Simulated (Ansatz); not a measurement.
**linear Li chain under tension and compression**

Aim: how do moment and conductance of the linear Li chain follow its length?

Calculated with Ansatz 0.2.0; DFT PBE, plane waves, PAW; relaxation of a chain's period, in the first sound run; inputs show where later runs differ.

This is a report of a sequence of runs, with most program output left out.

## 1. Starting point

The cell holds 1 atom: 1 Li. Cell: a = 7.500 Å, b = 7.500 Å, c = 2.381 Å, α = 90.0°, β = 90.0°, γ = 90.0°. Vacuum lies along a and b. The structure's axis is c.

## 2. The relaxed wire

Band widths follow the bond lengths, so the chain is relaxed first. The atoms and the third cell vector are free; the box across stays fixed as vacuum. Moments are seeded so that a magnetic state can form if it lies lower. A Fermi-Dirac smearing is set since the result may be a metal. The pressure printed is a third of the stress's trace over the whole box, vacuum included; only the stress along the axis is relaxed.

Contents of input.yaml:

```yaml
crystal:
  lattice:
    - [7.5, 0.0, 0.0]
    - [0.0, 7.5, 0.0]
    - [0.0, 0.0, 2.3808]
  atoms:
    - { symbol: Li, position: [0.5, 0.5, 0.0], spin: 0.5 }
magnetization:
  spin_polarized: true
kpoints:
  mp_grid: { grid: [1, 1, 34] }
scf:
  occupations: { method: fermi_dirac, width: 0.05 }
hamiltonian:
  xc: pbe
relax:
  cell: { fix: [a, b, alpha, beta, gamma] }
  max_steps: 60
```

Launch:

```console
$ ansatz run input.yaml --threads 4 --pin off --max-ram 8192MiB --backend cpu --events-out ev --progress --plain --runs-dir out
```

Elapsed: 20 s, on 4 threads of Intel Xeon Platinum 8375C at 2.90GHz (Ice Lake), shared host; peak memory 0.43 GiB; 38 s of CPU time.

Relaxation path:

| step | energy less that of the first step (eV) | largest force component (eV/Å) | pressure (GPa) | volume (Å³) |
| --- | --- | --- | --- | --- |
| 1 | 0.0000 | 0.0000 | 0.64 | 133.92 |
| 2 | -0.0896 | 0.0000 | 0.40 | 140.45 |
| 3 | -0.1525 | 0.0000 | 0.21 | 146.94 |
| 4 | -0.1946 | 0.0000 | 0.06 | 153.46 |
| 5 | -0.2201 | 0.0000 | -0.07 | 160.16 |
| 6 | -0.2309 | 0.0000 | -0.17 | 166.86 |
| 7 | -0.2317 | 0.0000 | -0.20 | 168.96 |
| 8 | -0.2317 | 0.0000 | -0.21 | 169.39 |
| 9* | -0.2336 | 0.0000 | -0.19 | 169.39 |

Relaxation steps marked * repeat the geometry before them on a plane-wave basis chosen anew for their cell, so energy and pressure can jump there.

| cell as run | before | after | change |
| --- | --- | --- | --- |
| c (Å) | 2.381 | 3.011 | +26.5 % |

Final coordinates:

```
Li
1.0
     7.50000    0.00000    0.00000
     0.00000    7.50000    0.00000
     0.00000    0.00000    3.01141
Li
1
Direct
  0.50000 0.50000 0.00000
```

Numbers from this step:

```yaml
energy_at_zero_smearing: -203.7237 eV
cell_length_along_the_wire: 3.011 Å
```

The cell's length comes to 3.011 Å with no moment. That is +26 % against the start, more than a small adjustment.

The cell grew by 26.5 % in its periodic edges.

## 3. The chain at a fixed length, period over the relaxed period 0.88, k-mesh 1×1×31

This step: DFT PBE, plane waves, PAW; channels and complex bands of a perfect chain (Ansatz 0.2.0).

The period is set to 0.88 times the relaxed one: shorter bonds widen the bands.

The cell differs from the one that the last finished run ended in (c 3.011 → 2.650 Å).

input.yaml, the sections that differ from step 2:

```yaml
crystal:
  lattice:
    - [7.5, 0.0, 0.0]
    - [0.0, 7.5, 0.0]
    - [0.0, 0.0, 2.6500448193]
  atoms:
    - { symbol: Li, position: [0.5, 0.5, 0.0], spin: 0.5 }
kpoints:
  mp_grid: { grid: [1, 1, 31] }
output:
  transmission:
    e_range: [-2, 2]
    de: 0.035
    kmesh: [1, 1]
    reduced_basis: true
    leads: [[0, 0]]
  stress: true
# magnetization, scf, hamiltonian: as in step 2
# relax: removed
```

Elapsed: 34 s, on 4 threads; peak memory 0.43 GiB; 69 s of CPU time.

This step gave:

```
energy at zero smearing                                   : -203.6587 eV
channels at the energy nearest the Fermi level, spin up   : 1
channels at the energy nearest the Fermi level, spin down : 1
conductance of the lead as this run defines it            : 1.0000 G₀
band gap                                                  : 0 eV
```

Table of open channels of the lead by energy, zero at the Fermi level:

| energy (eV) | spin up | spin down |
| --- | --- | --- |
| -2.00 | 0 | 0 |
| -1.90 | 0 | 0 |
| -1.79 | 0 | 0 |
| -1.69 | 0 | 0 |
| -1.58 | 0 | 0 |
| -1.48 | 0 | 0 |
| -1.37 | 0 | 0 |
| -1.23 | 0 | 0 |
| -1.12 | 0 | 0 |
| -1.02 | 0 | 0 |
| -0.92 | 1 | 1 |
| -0.81 | 1 | 1 |
| -0.70 | 1 | 1 |
| -0.60 | 1 | 1 |
| -0.49 | 1 | 1 |
| -0.39 | 1 | 1 |
| -0.28 | 1 | 1 |
| -0.18 | 1 | 1 |
| -0.07 | 1 | 1 |
| -0.01 | 1 | 1 |
| 0.07 | 1 | 1 |
| 0.17 | 1 | 1 |
| 0.28 | 1 | 1 |
| 0.38 | 1 | 1 |
| 0.48 | 1 | 1 |
| 0.59 | 1 | 1 |
| 0.69 | 1 | 1 |
| 0.80 | 1 | 1 |
| 0.91 | 1 | 1 |
| 1.01 | 1 | 1 |
| 1.11 | 1 | 1 |
| 1.22 | 1 | 1 |
| 1.36 | 1 | 1 |
| 1.47 | 1 | 1 |
| 1.57 | 2 | 2 |
| 1.68 | 2 | 2 |
| 1.78 | 2 | 2 |
| 1.89 | 2 | 2 |
| 1.99 | 2 | 2 |

At the computed energy nearest the Fermi level there are 1 spin-up and 1 spin-down channels, and the thermal average gives 1.000 G₀.

## 4. The chain at a fixed length, period over the relaxed period 0.92, k-mesh 1×1×29

The period is set to 0.92 times the relaxed one: shorter bonds widen the bands.

The cell differs from the one that the last finished run ended in (c 2.650 → 2.771 Å).

Changes to input.yaml since step 3:

```diff
@@ -4,3 +4,3 @@
     - [0.0, 7.5, 0.0]
-    - [0.0, 0.0, 2.6500448193]
+    - [0.0, 0.0, 2.770501402]
   atoms:
@@ -10,3 +10,3 @@
 kpoints:
-  mp_grid: { grid: [1, 1, 31] }
+  mp_grid: { grid: [1, 1, 29] }
 scf:
```

The job ended after 33 s (4 threads; peak memory 0.43 GiB; 67 s of CPU time).

At the computed energy nearest the Fermi level there are 1 spin-up and 1 spin-down channels, and the thermal average gives 1.000 G₀.

## 5. The chain at a fixed length, period over the relaxed period 0.96, k-mesh 1×1×28

The period is set to 0.96 times the relaxed one: shorter bonds widen the bands.

The cell differs from the one that the last finished run ended in (c 2.771 → 2.891 Å).

Changes to input.yaml since step 4:

```diff
@@ -4,3 +4,3 @@
     - [0.0, 7.5, 0.0]
-    - [0.0, 0.0, 2.770501402]
+    - [0.0, 0.0, 2.8909579847]
   atoms:
@@ -10,3 +10,3 @@
 kpoints:
-  mp_grid: { grid: [1, 1, 29] }
+  mp_grid: { grid: [1, 1, 28] }
 scf:
```

Run time: 27 s. Hardware: 4 threads; peak memory 0.4 GiB; 57 s of CPU time.

At the computed energy nearest the Fermi level there are 1 spin-up and 1 spin-down channels, and the thermal average gives 1.000 G₀.

## 6. At a set period, period over the relaxed period 1, k-mesh 1×1×27

The period is set to 1.0 times the relaxed one, as the point of reference.

Changes to input.yaml since step 5:

```diff
@@ -4,3 +4,3 @@
     - [0.0, 7.5, 0.0]
-    - [0.0, 0.0, 2.8909579847]
+    - [0.0, 0.0, 3.0114145674]
   atoms:
@@ -10,3 +10,3 @@
 kpoints:
-  mp_grid: { grid: [1, 1, 28] }
+  mp_grid: { grid: [1, 1, 27] }
 scf:
```

Wall time 27 s (4 threads); peak memory 0.4 GiB.

At the computed energy nearest the Fermi level there are 1 spin-up and 1 spin-down channels, and the thermal average gives 1.000 G₀.

## 7. The chain at a fixed length, period over the relaxed period 1.04, k-mesh 1×1×26

The period is set to 1.04 times the relaxed one: longer bonds narrow the bands.

The cell differs from the one that the last finished run ended in (c 3.011 → 3.132 Å).

Changes to input.yaml since step 6:

```diff
@@ -4,3 +4,3 @@
     - [0.0, 7.5, 0.0]
-    - [0.0, 0.0, 3.0114145674]
+    - [0.0, 0.0, 3.1318711501]
   atoms:
@@ -10,3 +10,3 @@
 kpoints:
-  mp_grid: { grid: [1, 1, 27] }
+  mp_grid: { grid: [1, 1, 26] }
 scf:
```

Wall time 26 s (4 threads); peak memory 0.41 GiB.

At the computed energy nearest the Fermi level there are 1 spin-up and 1 spin-down channels, and the thermal average gives 1.000 G₀. The change of length costs 0.003 eV a cell and leaves no moment.

## 8. At a set period, period over the relaxed period 1.08, k-mesh 1×1×25

The period is set to 1.08 times the relaxed one: longer bonds narrow the bands.

The cell differs from the one that the last finished run ended in (c 3.132 → 3.252 Å).

Changes to input.yaml since step 7:

```diff
@@ -4,3 +4,3 @@
     - [0.0, 7.5, 0.0]
-    - [0.0, 0.0, 3.1318711501]
+    - [0.0, 0.0, 3.2523277328]
   atoms:
@@ -10,3 +10,3 @@
 kpoints:
-  mp_grid: { grid: [1, 1, 26] }
+  mp_grid: { grid: [1, 1, 25] }
 scf:
```

Run time: 33 s. Hardware: 4 threads; peak memory 0.4 GiB; 71 s of CPU time.

At the computed energy nearest the Fermi level there are 1 spin-up and 1 spin-down channels, and the thermal average gives 1.000 G₀. The change of length costs 0.015 eV a cell and leaves no moment.

## 9. At a set period, period over the relaxed period 1.13, k-mesh 1×1×24

The period is set to 1.13 times the relaxed one: longer bonds narrow the bands.

The cell differs from the one that the last finished run ended in (c 3.252 → 3.403 Å).

Changes to input.yaml since step 8:

```diff
@@ -4,3 +4,3 @@
     - [0.0, 7.5, 0.0]
-    - [0.0, 0.0, 3.2523277328]
+    - [0.0, 0.0, 3.4028984612]
   atoms:
@@ -10,3 +10,3 @@
 kpoints:
-  mp_grid: { grid: [1, 1, 25] }
+  mp_grid: { grid: [1, 1, 24] }
 scf:
```

Elapsed: 29 s, on 4 threads; peak memory 0.42 GiB.

Table of open channels of the lead by energy, zero at the Fermi level:

| energy (eV) | spin up | spin down |
| --- | --- | --- |
| -2.00 | 0 | 0 |
| -1.90 | 0 | 0 |
| -1.79 | 0 | 0 |
| -1.69 | 0 | 0 |
| -1.58 | 0 | 0 |
| -1.48 | 0 | 0 |
| -1.37 | 0 | 0 |
| -1.23 | 0 | 0 |
| -1.12 | 0 | 0 |
| -1.02 | 0 | 0 |
| -0.92 | 0 | 0 |
| -0.81 | 0 | 0 |
| -0.70 | 0 | 0 |
| -0.60 | 1 | 1 |
| -0.49 | 1 | 1 |
| -0.39 | 1 | 1 |
| -0.28 | 1 | 1 |
| -0.18 | 1 | 1 |
| -0.07 | 1 | 1 |
| -0.01 | 1 | 1 |
| 0.07 | 1 | 1 |
| 0.17 | 1 | 1 |
| 0.28 | 1 | 1 |
| 0.38 | 1 | 1 |
| 0.48 | 1 | 1 |
| 0.59 | 1 | 1 |
| 0.69 | 1 | 1 |
| 0.80 | 1 | 1 |
| 0.91 | 1 | 1 |
| 1.01 | 1 | 1 |
| 1.11 | 1 | 1 |
| 1.22 | 1 | 1 |
| 1.36 | 0 | 0 |
| 1.47 | 0 | 0 |
| 1.57 | 0 | 0 |
| 1.68 | 0 | 0 |
| 1.78 | 0 | 0 |
| 1.89 | 0 | 0 |
| 1.99 | 2 | 2 |

At the computed energy nearest the Fermi level there are 1 spin-up and 1 spin-down channels, and the thermal average gives 1.000 G₀. The change of length costs 0.038 eV a cell and leaves no moment.

## 10. The chain at a fixed length, period over the relaxed period 1.2, k-mesh 1×1×23

The period is set to 1.2 times the relaxed one: longer bonds narrow the bands.

The cell differs from the one that the last finished run ended in (c 3.403 → 3.614 Å).

Changes to input.yaml since step 9:

```diff
@@ -4,3 +4,3 @@
     - [0.0, 7.5, 0.0]
-    - [0.0, 0.0, 3.4028984612]
+    - [0.0, 0.0, 3.6136974809]
   atoms:
@@ -10,3 +10,3 @@
 kpoints:
-  mp_grid: { grid: [1, 1, 24] }
+  mp_grid: { grid: [1, 1, 23] }
 scf:
```

Wall time 29 s (4 threads); peak memory 0.41 GiB; 62 s of CPU time.

At the computed energy nearest the Fermi level there are 1 spin-up and 1 spin-down channels, and the thermal average gives 1.000 G₀. The change of length costs 0.081 eV a cell and leaves no moment.

## 11. At a set period, period over the relaxed period 1.3, k-mesh 1×1×21

The period is set to 1.3 times the relaxed one: longer bonds narrow the bands.

The cell differs from the one that the last finished run ended in (c 3.614 → 3.915 Å).

Changes to input.yaml since step 10:

```diff
@@ -4,3 +4,3 @@
     - [0.0, 7.5, 0.0]
-    - [0.0, 0.0, 3.6136974809]
+    - [0.0, 0.0, 3.9148389377]
   atoms:
@@ -10,3 +10,3 @@
 kpoints:
-  mp_grid: { grid: [1, 1, 23] }
+  mp_grid: { grid: [1, 1, 21] }
 scf:
```

Wall time 25 s (4 threads); peak memory 0.42 GiB.

Table of open channels of the lead by energy, zero at the Fermi level:

| energy (eV) | spin up | spin down |
| --- | --- | --- |
| -0.600 | 0 | 0 |
| -0.390 | 1 | 1 |
| -0.215 | 1 | 1 |
| -0.005 | 1 | 1 |
| 0.205 | 1 | 1 |
| 0.415 | 1 | 1 |
| 0.590 | 1 | 1 |
| 0.800 | 1 | 1 |
| 1.010 | 1 | 1 |
| 1.185 | 1 | 1 |
| 1.395 | 0 | 0 |

At the computed energy nearest the Fermi level there are 1 spin-up and 1 spin-down channels, and the thermal average gives 1.000 G₀. The change of length costs 0.156 eV a cell and leaves no moment.

## 12. The series together

Times are for 4 threads of Intel Xeon Platinum 8375C at 2.90GHz (Ice Lake), shared host. The runs compared:

| no. | period over the relaxed period | conductance of the lead as this run defines it (G₀) | energy at zero smearing less the lowest (eV) | time | memory (GiB) |
| --- | --- | --- | --- | --- | --- |
| 1 | 0.88 | 1.0000 | 0.06476 | 34 s | 0.43 |
| 2 | 0.92 | 1.0000 | 0.02741 | 33 s | 0.43 |
| 3 | 0.96 | 1.0000 | 0.007426 | 27 s | 0.4 |
| 4 | 1 | 1.0000 | 0 | 27 s | 0.4 |
| 5 | 1.04 | 1.0000 | 0.002794 | 26 s | 0.41 |
| 6 | 1.08 | 1.0000 | 0.01465 | 33 s | 0.4 |
| 7 | 1.13 | 1.0000 | 0.03807 | 29 s | 0.42 |
| 8 | 1.2 | 1.0000 | 0.08121 | 29 s | 0.41 |
| 9 | 1.3 | 1.0000 | 0.1558 | 25 s | 0.42 |

## 13. A varied input

This step: DFT PBE, plane waves, PAW; channels and complex bands of a perfect chain; changed: crystal.atoms[0].symbol = "LIx", scf.max_iter = 75 (Ansatz 0.2.0).

The input of the run at the relaxed period is made doubtful on purpose.

input.yaml, the sections that differ from step 11:

```yaml
crystal:
  lattice:
    - [7.5, 0.0, 0.0]
    - [0.0, 7.5, 0.0]
    - [0.0, 0.0, 3.0114145674]
  atoms:
    - { symbol: LIx, position: [0.5, 0.5, 0.0], spin: 0.5 }
kpoints:
  mp_grid: { grid: [1, 1, 27] }
scf:
  occupations: { method: fermi_dirac, width: 0.05 }
  max_iter: 75
# magnetization, hamiltonian, output: as in step 11
```

The job ended after 0.02 s (4 threads; peak memory 0.06 GiB).

The program refused the input before any cycle.

The program's message: “Error: YAML parse error: error: line 7 column 17: `LIx` is not an element symbol (H … Og, case-exact)”

The change that led to it: crystal.atoms[0].symbol = "LIx".

## 14. Outcome

```json
{
  "relaxed cell length": "3.011 Å",
  "conductance at period × 0.88": "1.000 G₀",
  "conductance at period × 1.0": "1.000 G₀",
  "conductance at period × 1.13": "1.000 G₀",
  "conductance at period × 1.3": "1.000 G₀",
  "absolute moment at period × 0.88": "0 μB",
  "absolute moment at period × 1.0": "0 μB",
  "absolute moment at period × 1.3": "0 μB"
}
```

No moment survives at any length. Transport is coherent and elastic here: the atoms are frozen, so scattering by vibrations plays no part. The lead's cell of one atom keeps the chain straight and evenly spaced; a zigzag or dimerised form may lie lower.

[Logs are printed without paths, hosts, clocks, repeated set-up lines and the standing remarks that a program may print on its own settings, such as how far it seeks lower states.]

[Hosts, paths, dates, database ids (printed as entryN), source tags and the programs' standing remarks are cut or masked in the printed files.]
